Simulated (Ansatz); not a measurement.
**Quasiparticle gap of SiO2 (Quartz)**

Wanted: the gap of SiO2 (Quartz) with a many-body correction, and the time that it takes.

Calculated with Ansatz 0.2.0; PBE, then G0W0 on it, plane waves, PAW.

### Step 1. The structure

The structure is trigonal, space group P3_121 (No. 152). The conventional cell has a = 4.916 Å, b = 4.916 Å, c = 5.409 Å, α = 90.00°, β = 90.00°, γ = 120.00°. Nearest to Si lie 4 O at 1.61 Å. Nearest to O lie 2 Si at 1.61 Å. Farther neighbours and most contacts between anions are not listed.

Structure file:

```cif
data_structure
_symmetry_space_group_name_H-M 'P 1'
_symmetry_Int_Tables_number 1
_cell_length_a 4.9158
_cell_length_b 4.9158
_cell_length_c 5.4091
_cell_angle_alpha 90.000
_cell_angle_beta 90.000
_cell_angle_gamma 120.000
_cell_volume 113.20
loop_
_atom_site_label
_atom_site_type_symbol
_atom_site_fract_x
_atom_site_fract_y
_atom_site_fract_z
_atom_site_occupancy
Si1 Si 0.53030 0.00000 0.33333 1
Si2 Si 0.00000 0.53030 0.66667 1
Si3 Si 0.46970 0.46970 0.00000 1
O4 O 0.14620 0.41420 0.88100 1
O5 O 0.58580 0.73200 0.21433 1
O6 O 0.26800 0.85380 0.54767 1
O7 O 0.41420 0.14620 0.11900 1
O8 O 0.73200 0.58580 0.78567 1
O9 O 0.85380 0.26800 0.45233 1
```

The cell and positions come from the Crystallography Open Database and are kept as given unless a step says otherwise.

### Step 2. The PBE band structure

Levels along a band path and on the mesh show where this functional puts the band edges.

This step: DFT, PBE, plane waves, PAW; PAW set soft_1.

File input.yaml:

```yaml
crystal:
  lattice:
    - [4.9158, 0.0, 0.0]
    - [-2.4579, 4.2572076799, 0.0]
    - [0.0, 0.0, 5.4091]
  atoms:
    - { symbol: Si, position: [0.5303, 0.0, 0.3333333333] }
    - { symbol: Si, position: [0.0, 0.5303, 0.6666666667] }
    - { symbol: Si, position: [0.4697, 0.4697, 0.0] }
    - { symbol: O, position: [0.1462, 0.4142, 0.881] }
    - { symbol: O, position: [0.5858, 0.732, 0.2143333333] }
    - { symbol: O, position: [0.268, 0.8538, 0.5476666667] }
    - { symbol: O, position: [0.4142, 0.1462, 0.119] }
    - { symbol: O, position: [0.732, 0.5858, 0.7856666667] }
    - { symbol: O, position: [0.8538, 0.268, 0.4523333333] }
kpoints:
  mp_grid: { grid: [6, 6, 4] }
  band_path:
    path:
      - [[0.0, 0.0, 0.0], [0.5, 0.0, 0.0], [0.33333333, 0.33333333, 0.0], [0.0, 0.0, 0.0], [0.0, 0.0, 0.5], [0.5, 0.0, 0.5], [0.33333333, 0.33333333, 0.5], [0.0, 0.0, 0.5]]
      - [[0.5, 0.0, 0.5], [0.5, 0.0, 0.0]]
      - [[0.33333333, 0.33333333, 0.5], [0.33333333, 0.33333333, 0.0]]
    npoints: 10
hamiltonian:
  xc: pbe
  pseudopotentials: { kind: paw, azcp: { folder: soft_1 } }
scf:
  occupations: { method: fermi_dirac, width: 0.02 }
  n_extra_bands: 7
output:
  eigenvalues: true
  write_density: true
  write_potential: true
  elf: true
  volumetric_format: npy
```

Command:

```console
ansatz run input.yaml --threads 4 --pin off --max-ram 138240MiB --backend cuda --events-out ev --progress --plain --runs-dir out --devices 1 --max-vram 26GiB
```

Numbers of over 12 decimals in the logs are rounded to 6 here.

The program printed:

```text
scf.n_extra_bands = 7 over 24 filled bands (N_el = 48.0): the run solves 31 bands
GPUs: using 1 of 1 available (devices: 1).
Engine: ansatz 0.2.0, x86_64-unknown-linux-gnu
Pseudopotentials: kind: paw
Pseudopotential: Si, paw, valence charge 4, recommended cutoff 420 eV (normal), soft_1/Si.paw.azcp
Pseudopotential: O, paw, valence charge 6, recommended cutoff 420 eV (normal), soft_1/O.paw.azcp
Functional definition: PBE
  parameter kappa = 0.804
  parameter beta = 0.066725
  exchange = pbe_x(kappa = kappa, mu = beta*pi^2/3)
  correlation = pbe_c(beta = beta)
device memory: the entry about to start is reckoned to put 1.6 GiB on a device that reports 31.6 GiB free (of which the cap on the GPU budget leaves the run 26.0 GiB)
GPU FFT provider: cuFFT
GPU libraries: cuBLAS 13.8.2, cuFFT 12.4.0, cuSOLVER 12.3.4
Crystal: 9 atoms, lattice volume = 113.199 Å³
Basis set: ecut = 420 eV, 2209 PW (Γ)
Bands: 31, of which v1, the nominal top of the filled ones, is band 24 counted from 1 (23 counted from 0)
Symmetry: 6 space group operations
Space group: P3121 (ITA 152), of the structure as read, at distance tolerance 4.8e-5 Å
k-points: 24 of 144 (time reversal used)
Non-local potential: Si, projectors of the file, l = 0: 2, l = 1: 2, l = 2: 1
Non-local potential: O, projectors of the file, l = 0: 2, l = 1: 2, l = 2: 1
PAW form: soft (Blöchl's): semilocal exchange-correlation on the pseudo side does not see the compensation charge
PAW one-centre angular grid: Si, 110 points (default); XC on 64 Gauss nodes
PAW one-centre angular grid: O, 110 points (default); XC on 64 Gauss nodes
Initial density: superposition of atomic densities (chi_scale 0.1, normalization cell, long waves kept (reshape's long-wave potential 0.01 eV rms))
Initial wavefunctions: pseudopotential atomic-orbital guess
GPU buffer pool allocated for 51840 grid points (all kernels)
GPU transforms: local potential and band sums: pruned to the plane-wave sphere, on 36×36×40
Functional: x = pbe(κ = 0.804, μ = 0.219515), c = pbe(β = 0.066725)
SCF iter   1: F=—  HF=-5327.310733 eV  |F-HF|=—  |Δ(HF+E_count)|=         —  Δρ=1.35e-1  dr2=1.84e1  ethr=3.10e-3  ⟨swp⟩=7.2  Hψ=3894  notcnv=0
preconditioner: auto → Resta (q_TF=auto, 2.365 Å⁻¹)  ε∞=2.8  [insulator: Δε(μ)=7.406 eV  Ē_g=17.829 eV  σ=0.020 eV  W_gap=1.00  n_scr=22 (ndim 8)  ℏωp=24.2 eV  f_vac=0.003  D(μ)=0.00/eV (n_scr^D=0)  ε∞_Penn≈2.8]
SCF iter   2: F=—  HF=-5322.193143 eV  |F-HF|=—  |Δ(HF+E_count)|=    5.12e0  Δρ=4.37e-2  dr2=9.56e-1  ethr=3.10e-3  ⟨swp⟩=4.6  Hψ=2145  notcnv=0  defer=24
SCF iter   3: F=—  HF=-5322.137246 eV  |F-HF|=—  |Δ(HF+E_count)|=   5.59e-2  Δρ=2.16e-2  dr2=2.91e-1  ethr=1.99e-3  ⟨swp⟩=2.0  Hψ=864  notcnv=0  defer=24
SCF iter   4: F=—  HF=-5322.156734 eV  |F-HF|=—  |Δ(HF+E_count)|=   1.95e-2  Δρ=1.67e-3  dr2=2.90e-3  ethr=6.06e-4  ⟨swp⟩=3.0  Hψ=1439  notcnv=0  defer=24
SCF iter   5: F=—  HF=-5322.161391 eV  |F-HF|=—  |Δ(HF+E_count)|=   4.66e-3  Δρ=4.41e-4  dr2=1.80e-4  ethr=6.05e-6  ⟨swp⟩=3.2  Hψ=1471  notcnv=0  defer=24
SCF iter   6: F=—  HF=-5322.161496 eV  |F-HF|=—  |Δ(HF+E_count)|=   1.05e-4  Δρ=5.54e-5  dr2=3.81e-6  ethr=3.75e-7  ⟨swp⟩=2.0  Hψ=1294  notcnv=0  defer=24
SCF iter   7: F=—  HF=-5322.161626 eV  |F-HF|=—  |Δ(HF+E_count)|=   1.30e-4  Δρ=1.51e-5  dr2=1.64e-7  ethr=7.94e-9  ⟨swp⟩=2.0  Hψ=1325  notcnv=0  defer=24
SCF iter   8: F=-5322.161626 eV  HF=-5322.161626 eV  |F-HF|=4.78e-9  |Δ(HF+E_count)|=   1.70e-7  Δρ=1.47e-6  dr2=2.16e-9  ethr=2.08e-10  ⟨swp⟩=12.0  Hψ=3105  notcnv=0
SCF 1 converged in 8 iterations: F = -5322.161626 eV  dr2 = 2.16e-9
  greatest PAW one-centre occupation: 0.861 electrons in one spin orbital (limit 2), on the O atom at site 8 (counted from 0), in its partial waves of l = 0
device memory: the entry about to start is reckoned to put 4.1 GiB on a device that reports 31.6 GiB free (of which the cap on the GPU budget leaves the run 26.0 GiB)
NSCF: frozen V_eff on 93 k-points, pencils in batches of 32, up to order 140
SCF converged after 8 iterations
Free energy (F): -5322.161626 eV
Harris-Foulkes:  -5322.161626 eV  (|F-HF|=4.78e-9)
Internal energy: -5322.161626 eV  (E = F + TS)
E sigma→0 (E₀):  -5322.161626 eV
Fermi energy:    5.526161 eV
--- Per-component energies (eV) ---
  E_band       = -207.017692
  E_kinetic    = 1170.203488
  E_local      = -2937.721960  (includes V_loc(G=0)·N_el)
  E_nonlocal   = 381.345171
  E_hartree    = 1076.149437
  E_xc         = -604.017162
  E_vxc        = -698.164792  (∫ρ·V_xc dr)
  E_paw        = -2519.150705  (= ΣΔE_a)
  E_vpaw       = -274.983793  (= ΣTr[D̂ρ^β])
  E_aug_tail   = 0.005007  (compensation charges beyond the density's cutoff)
  E_ewald      = -1888.974903
  E_smearing   = -0.000000  (= −TS)
  E_closure    = 0.000000  (closes the sum)
  Σ components = -5322.161626   (vs F -5322.161626, Δ=0.00e0)
--- Band table (eV; the first three rows and the last of 24) ---
  k-point 0: bands = [... 20 lower, 1.5079, 1.8206, 2.1930, 2.1930, 8.5060, 11.8293, 11.8293, 12.2833, ... 3 higher]
  k-point 1: bands = [... 20 lower, 1.4388, 1.9726, 2.2817, 2.4115, 9.1042, 11.6553, 11.7684, 11.7868, ... 3 higher]
  k-point 2: bands = [... 20 lower, 1.3086, 2.2920, 2.2920, 2.4149, 10.4573, 10.4573, 11.5753, 12.2592, ... 3 higher]
  k-point 23: bands = [... 20 lower, 1.5706, 1.7440, 1.9218, 1.9218, 11.5329, 12.3160, 12.3160, 12.6111, ... 3 higher]
```

Run time: 9.7 s. Hardware: 1 × NVIDIA H100 80GB HBM3 (shared by 3 runs) with 4 threads of AMD EPYC 7R13 (Zen 3), shared host; peak memory 0.91 GiB; 5.8 s of CPU time.

The column dr2 measures how far the density is from self-consistency, as an energy; F and HF (Harris–Foulkes) agree once it is small.

Numbers from this step:

```yaml
filled_bands: 24
gap: 6.000 eV
valence_top_at: K
conduction_bottom_at: Γ
least_direct_gap: 6.292 eV
```

Over mesh and path the gap is 6.000 eV, from k = (0.333, 0.333, 0.000) to k = Γ. The least direct gap found is 6.292 eV, at k = (0.000, 0.000, 0.050).

Electronic bands along the path, in eV, zero at the top of the highest nominally filled band:

| point | band 21 | band 22 | band 23 | band 24 | band 25 | band 26 | band 27 | band 28 |
| --- | --- | --- | --- | --- | --- | --- | --- | --- |
| Γ | -1.00 | -0.69 | -0.31 | -0.31 | 6.00 | 9.32 | 9.32 | 9.78 |
| halfway | -1.00 | -0.83 | -0.24 | -0.15 | 6.89 | 9.33 | 9.39 | 9.90 |
| M | -1.03 | -0.78 | -0.27 | -0.04 | 8.27 | 9.00 | 9.73 | 9.75 |
| halfway | -1.09 | -0.63 | -0.31 | -0.02 | 8.46 | 9.06 | 9.62 | 9.96 |
| K | -1.23 | -0.44 | -0.44 | 0.00 | 8.94 | 8.94 | 9.42 | 10.39 |
| halfway | -0.91 | -0.87 | -0.25 | -0.11 | 7.13 | 9.33 | 9.48 | 9.94 |
| Γ | -1.00 | -0.69 | -0.31 | -0.31 | 6.00 | 9.32 | 9.32 | 9.78 |
| halfway | -1.07 | -0.53 | -0.22 | -0.09 | 6.60 | 9.15 | 9.26 | 9.28 |
| A | -1.20 | -0.21 | -0.21 | -0.09 | 7.95 | 7.95 | 9.07 | 9.75 |
| halfway | -1.08 | -0.45 | -0.42 | -0.15 | 8.35 | 8.48 | 9.40 | 9.74 |
| L | -0.88 | -0.84 | -0.60 | -0.19 | 8.93 | 9.40 | 9.69 | 9.84 |
| halfway | -0.86 | -0.83 | -0.62 | -0.33 | 8.96 | 9.57 | 9.78 | 9.88 |
| H | -0.94 | -0.76 | -0.58 | -0.58 | 9.03 | 9.81 | 9.81 | 10.11 |
| halfway | -1.06 | -0.54 | -0.39 | -0.22 | 8.46 | 8.64 | 9.45 | 9.91 |
| A | -1.20 | -0.21 | -0.21 | -0.09 | 7.95 | 7.95 | 9.07 | 9.75 |
| jump to L | -0.88 | -0.84 | -0.60 | -0.19 | 8.93 | 9.40 | 9.69 | 9.84 |
| halfway | -0.96 | -0.72 | -0.44 | -0.12 | 8.56 | 9.10 | 9.59 | 10.06 |
| M | -1.03 | -0.78 | -0.27 | -0.04 | 8.27 | 9.00 | 9.73 | 9.75 |
| jump to H | -0.94 | -0.76 | -0.58 | -0.58 | 9.03 | 9.81 | 9.81 | 10.11 |
| halfway | -1.01 | -0.55 | -0.51 | -0.20 | 8.95 | 9.25 | 9.61 | 10.23 |
| K | -1.23 | -0.44 | -0.44 | 0.00 | 8.94 | 8.94 | 9.42 | 10.39 |

Valence density in the ac plane at fractional y = 0.000, with atoms of Si within 0.2 Å of it. It is the smooth field of the valence electrons, not physical close to the nuclei.

Values in e/Å³, 15 rows by 14 columns, each cell a mean:
```
0.0 0.0 0.0 0.1 0.1 0.2 0.1 0.1 0.0 0.0 0.0 0.0 0.0 0.0
0.0 0.0 0.0 0.0 0.0 0.0 0.0 0.0 0.0 0.0 0.0 0.0 0.0 0.0
0.0 0.0 0.0 0.0 0.0 0.0 0.0 0.0 0.0 0.0 0.0 0.0 0.0 0.0
0.0 0.0 0.0 0.1 0.1 0.1 0.1 0.0 0.0 0.0 0.0 0.0 0.0 0.0
0.0 0.0 0.1 0.2 0.3 0.3 0.2 0.1 0.0 0.0 0.0 0.0 0.0 0.0
0.0 0.0 0.1 0.4 0.9 0.9 0.5 0.2 0.1 0.1 0.1 0.0 0.0 0.0
0.0 0.1 0.2 0.6 1.4 1.5 0.8 0.4 0.2 0.1 0.1 0.1 0.0 0.0
0.0 0.0 0.1 0.4 1.0 1.2 0.8 0.4 0.3 0.3 0.2 0.1 0.1 0.0
0.0 0.0 0.1 0.2 0.4 0.6 0.5 0.3 0.2 0.3 0.3 0.1 0.1 0.0
0.0 0.0 0.0 0.1 0.2 0.3 0.2 0.1 0.2 0.3 0.3 0.1 0.1 0.0
0.0 0.0 0.1 0.2 0.3 0.5 0.3 0.2 0.2 0.3 0.3 0.1 0.1 0.0
0.0 0.0 0.1 0.3 0.7 0.9 0.7 0.4 0.3 0.3 0.2 0.1 0.1 0.0
0.0 0.0 0.2 0.6 1.3 1.4 0.9 0.4 0.2 0.2 0.2 0.1 0.0 0.0
0.0 0.0 0.2 0.5 1.2 1.3 0.7 0.3 0.1 0.1 0.1 0.1 0.0 0.0
0.0 0.0 0.1 0.3 0.5 0.6 0.3 0.1 0.1 0.0 0.0 0.0 0.0 0.0
```
Columns run along a (4.9 Å), rows up along c (5.4 Å). Atoms in or near the plane, at fractional coordinates: Si at (0.53, 0.33).

ELF in the ac plane at fractional y = 0.000, with atoms of Si within 0.2 Å of it. It is the smooth field of the valence electrons, not physical close to the nuclei.

Ten even steps from '0' (0.00) to '9' (0.85), each cell a mean:
```
00146641000000
00000100000000
00000000000000
00023320000000
00368862000000
01599984001000
02799984123210
01589984244310
00246752133200
00012223211100
00124532122100
01478873244310
02699984234310
01699984112100
00489973000000
```
Columns run along a (4.9 Å), rows up along c (5.4 Å). Atoms in or near the plane, at fractional coordinates: Si at (0.53, 0.33).

(Part 1 of 2 ends here.)

[Paths, hosts, dates, memory and timing lines, banners, echoed tables and standing remarks are left out of the program output.]

[Logs are printed without paths, hosts, clocks, repeated set-up lines and the standing remarks that a program may print on its own settings, such as how far it seeks lower states.]

[Runs of the session that timed out or met a known fault of the program may be left out.]

[Cells called generated may have been cut or substituted from an entry of the Crystallography Open Database or the Materials Project.]

[Hosts, paths, dates, database ids (printed as entryN), source tags and the programs' standing remarks are cut or masked in the printed files.]

[Where an RPA ε∞ is given, it is that of the G0W0 mesh and is not shown converged in it. Names of k-points follow the symmetry that the program found, which can be lower than the space group named. Band edges on a path are those of the sampled points; other points can move an edge, and change direct to indirect where valleys lie close.]

[Hybrid gaps are those of their k-mesh and are not shown converged in it.]
